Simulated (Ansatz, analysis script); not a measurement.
## AlCo: energy less the state without spin against total moment, fitted and tested on a withheld row

System: AlCo, 1 Al and 1 Co in the cell, space group Pm-3m. Cell as run: a = 2.819, b = 2.819, c = 2.819 Å, angles 90.0, 90.0, 90.0°, 2 atoms. From the study “AlCo: how near to magnetism”.

Method: Free energy against the fixed total moment and moment against field, from collinear runs; PBE, PAW set soft_1 (analysis script 1). Settings shared by all rows: cutoff 420 eV, 14×14×14 k-mesh, Fermi-Dirac occupations, smearing width 0.05 eV. From parallel starts in this cell no moment survives, so no ferromagnetic state is found at this level (opposed orders were not tried), and it is far: a cell moment of 0.5 μB costs 90 meV. In doubt: the program's search for lower states was switched off, so a lower magnetic state than those reached may exist.

The table, with one value held back:

```csv
total moment (μB/cell),energy less the state without spin (meV/cell)
0,0.0
0.167,10.4
0.333,41.6
0.5,90.4
0.667,147.6
0.833,214.6
1,291.3
1.167,381.4
1.333,496.0
1.5,?
```

Q: Choose a law, fit it, and give the withheld energy less the state without spin (total moment = 1.5 μB/cell).

**Law.** Time reversal makes the energy even in the moment, so it is expanded as a Landau series from the state without spin. In symbols, E = c2 M² + c4 M⁴ + c6 M⁶, with energy less the state without spin in meV/cell.

**Fit.** Least squares on 8 rows gives c2 = 385.352, c4 = -137.6 and c6 = 43.858.

```csv
total moment (μB/cell),computed,fit,computed − fit
0.167,10.4,10.64,-0.24
0.333,41.6,41.10,0.50
0.5,90.4,88.42,1.98
0.667,147.6,148.07,-0.47
0.833,214.6,215.79,-1.19
1,291.3,291.61,-0.31
1.167,381.4,380.38,1.02
1.333,496.0,496.33,-0.33
```

The quadratic term is positive, so within this fit the state without spin is locally stable against a small uniform moment.

**Prediction.** At total moment = 1.5 μB/cell the law predicts 670.01 meV/cell. The computed value is 631.5 meV/cell, 38.51 below the prediction. The row lies beyond the fitted rows, so this is an extrapolation. The miss is 41 times the rms residual of the fit, 0.94.

So the prediction fails: the law follows the fitted rows but not this one.

[Logs and program files are shortened in this print: banners, set-up blocks, solver, clock and traceback lines can be left out without a mark of their own.]

[Logs are printed without paths, hosts, clocks, repeated set-up lines and the standing remarks that a program may print on its own settings, such as how far it seeks lower states.]

[Hosts, paths, dates, database ids (printed as entryN), source tags and the programs' standing remarks are cut or masked in the printed files.]
